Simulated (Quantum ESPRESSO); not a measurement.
**MgS (Niningerite): from Born charge to LO-TO splitting**

Wanted: the LO mode of MgS (Niningerite) from the TO mode and the field response.

Calculated with Quantum ESPRESSO 7.5; DFT LDA, scalar-relativistic, plane waves, PseudoDojo norm-conserving pseudopotentials.

## (1) The relaxed structure

Symmetry: Fm-3m, No. 225, cubic system. The conventional cell has a = 5.132 Å, b = 5.132 Å, c = 5.132 Å, α = 90.00°, β = 90.00°, γ = 90.00°. Nearest to Mg lie 6 S at 2.57 Å. Nearest to S lie 6 Mg at 2.57 Å. Farther neighbours and most contacts between anions are not listed.

Coordinates:

```
Mg S
1.0
    -2.56586    0.00000    2.56586
     0.00000    2.56586    2.56586
    -2.56586    2.56586    0.00000
Mg S
1 1
Direct
  0.00000 0.00000 0.00000
  0.50000 0.50000 0.50000
```

This is the cell after its relaxation at this level of theory, not the database cell from which that began.

## (2) What the response run gave

A linear-response run on the relaxed cell, with the response to an electric field; only its zone-centre results are used. Cutoff 92 Ry, k mesh 8×8×8.

Log:

```text
[banners, grids, parts of the stress and lines that vanish by symmetry left out]
Program PHONON v.7.5
     Reading xml data from directory:

[...]
Exchange-correlation= PW
                           (   1   4   0   0   0   0   0)
[...]
kinetic-energy cut-off    =      92.0000  Ry
     charge density cut-off    =     368.0000  Ry
     convergence threshold     =      1.0E-18
[...]
Exchange-correlation= PW
                           (   1   4   0   0   0   0   0)
[...]
q = (   0.0000000   0.0000000   0.0000000 )
     49 Sym.Ops. (with q -> -q+G )
     G cutoff =  876.6233  (  27317 G-vectors)     FFT grid: ( 45, 45, 45)
     number of k points=    29
[...]
Mode symmetry, O_h (m-3m)  point group:
[...]
Dielectric constant
[...]
End of electric fields calculation
          Dielectric constant in cartesian axis
          (       5.647373742      -0.000000000      -0.000000000 )
          (       0.000000000       5.647373742       0.000000000 )
          (      -0.000000000       0.000000000       5.647373742 )
          Effective charges (d Force / dE) in cartesian axis without acoustic sum rule applied (asr)
           atom    1  Mg    Mean Z*:        2.30172
      Ex  (        2.30172        0.00000        0.00000 )
      Ey  (        0.00000        2.30172       -0.00000 )
      Ez  (        0.00000       -0.00000        2.30172 )
           atom    2  S     Mean Z*:       -2.31409
      Ex  (       -2.31409       -0.00000       -0.00000 )
      Ey  (       -0.00000       -2.31409        0.00000 )
      Ez  (        0.00000        0.00000       -2.31409 )
          Effective charges Sum: Mean:       -0.01238
[...]
Effective charges (d Force / dE) in cartesian axis with asr applied:
           atom    1  Mg    Mean Z*:        2.30790
[...]
atom    2  S     Mean Z*:       -2.30790
[...]
Representation #   1 modes #   1   2   3
[...]
End of self-consistent calculation
     Convergence has been achieved
     Representation #   2 modes #   4   5   6
[...]
End of self-consistent calculation
     Convergence has been achieved
[...]
Dielectric constant in cartesian axis
          (       5.647373742      -0.000000000      -0.000000000 )
          (       0.000000000       5.647373742       0.000000000 )
          (      -0.000000000       0.000000000       5.647373742 )
          Effective charges (d Force / dE) in cartesian axis without acoustic sum rule applied (asr)
           atom    1  Mg    Mean Z*:        2.30172
      Ex  (        2.30172        0.00000        0.00000 )
      Ey  (        0.00000        2.30172       -0.00000 )
      Ez  (        0.00000       -0.00000        2.30172 )
           atom    2  S     Mean Z*:       -2.31409
      Ex  (       -2.31409       -0.00000       -0.00000 )
      Ey  (       -0.00000       -2.31409        0.00000 )
      Ez  (        0.00000        0.00000       -2.31409 )
          Effective charges Sum: Mean:       -0.01238
[...]
Effective charges (d Force / dE) in cartesian axis with asr applied:
           atom    1  Mg    Mean Z*:        2.30790
[...]
atom    2  S     Mean Z*:       -2.30790
[...]
q = (    0.000000000   0.000000000   0.000000000 )
[...]
freq (    1) =       0.083531 [THz] =       2.786304 [cm-1]
     freq (    2) =       0.083531 [THz] =       2.786304 [cm-1]
     freq (    3) =       0.083531 [THz] =       2.786304 [cm-1]
     freq (    4) =       7.538277 [THz] =     251.449852 [cm-1]
     freq (    5) =       7.538277 [THz] =     251.449852 [cm-1]
     freq (    6) =       7.538277 [THz] =     251.449852 [cm-1]
[...]
Mode symmetry, O_h (m-3m)  point group:
     freq (   1-   3) =          2.8  [cm-1]   --> T_1u G_15  G_4- I
     freq (   4-   6) =        251.4  [cm-1]   --> T_1u G_15  G_4- I

   JOB DONE.
```

```tsv
quantity	value
cell volume Ω (Å³)	33.786
mass of Mg (u)	24.305
mass of S (u)	32.060
Born charge of Mg, raw (e)	2.302
Born charge of S, raw (e)	-2.314
ε∞	5.647
ω(TO) after the sum rule (cm⁻¹)	251.4
```

## (3) The calculation

The charges must sum to zero over the cell; taking off their mean, -0.006 e, leaves Z* = 2.308 e on Mg. In the polar mode Mg moves against S, so the reduced mass is μ = 24.30 × 32.06 / 56.37 = 13.825 u.

A longitudinal wave builds up a field that adds to the restoring force: ω(LO)² = ω(TO)² + 4π Z*² / (μ Ω ε∞), in Hartree atomic units. With μ = 25201 electron masses and Ω = 228.00 bohr³ the second term is 2.0628e-06 Ha², or 99363 cm⁻² (1 Ha = 219474.6 cm⁻¹).

So ω(LO) = √(63217 + 99363) = 403.2 cm⁻¹, and by the Lyddane-Sachs-Teller relation ε₀ = ε∞ (ω(LO)/ω(TO))² = 14.52.

## (4) Check against the program

The analysis program adds the same non-analytic term to the full matrix, here for q along (1 0 0).

Log:

```text
[banner, memory and clock lines left out]
Program DYNMAT v.7.5

     Reading Dynamical Matrix from file g.dyn
     ...Force constants read
     ...epsilon and Z* read

     Polarizability (A^3 units)
     multiply by 0.392292 for Clausius-Mossotti correction
        12.494779    0.000000   -0.000000
        -0.000000   12.494779    0.000000
        -0.000000    0.000000   12.494779

     IR activities are in (D/A)^2/amu units

# mode   [cm-1]    [THz]      IR
    1     -0.00   -0.0000    0.0000
    2     -0.00   -0.0000    0.0000
    3     -0.00   -0.0000    0.0000
    4    251.43    7.5376    8.8890
    5    251.43    7.5376    8.8890
    6    403.21   12.0880    8.8890
```

ε₀ comes from the program's run without a direction of q.

```tsv
quantity	by hand	program
ω(LO) (cm⁻¹)	403.2	403.2
ε₀	14.52	14.52
```

## (5) Summary of results

```
TO mode                    : 251.4 cm⁻¹
LO mode                    : 403.2 cm⁻¹
static dielectric constant : 14.52
```

In words: The LO mode of MgS (Niningerite) lies at 403 cm⁻¹, 152 cm⁻¹ above the TO mode; the formula meets the program within 0.1 cm⁻¹, as it must for a cubic crystal with one polar mode. ω(LO)² − ω(TO)² goes with Z*²/ε∞: an error of 5 % in ε∞ would move the LO mode by 5.9 cm⁻¹, and semilocal functionals tend to overestimate ε∞. These are harmonic values at zero temperature, at the volume of this functional, for the structure held cubic; stability elsewhere in the zone is no part of this calculation.

[Host names and launcher messages were left out of these logs when they were recorded.]

[Logs are printed without paths, hosts, clocks, repeated set-up lines and the standing remarks that a program may print on its own settings, such as how far it seeks lower states.]

[Hosts, paths, dates, database ids (printed as entryN), source tags and the programs' standing remarks are cut or masked in the printed files.]
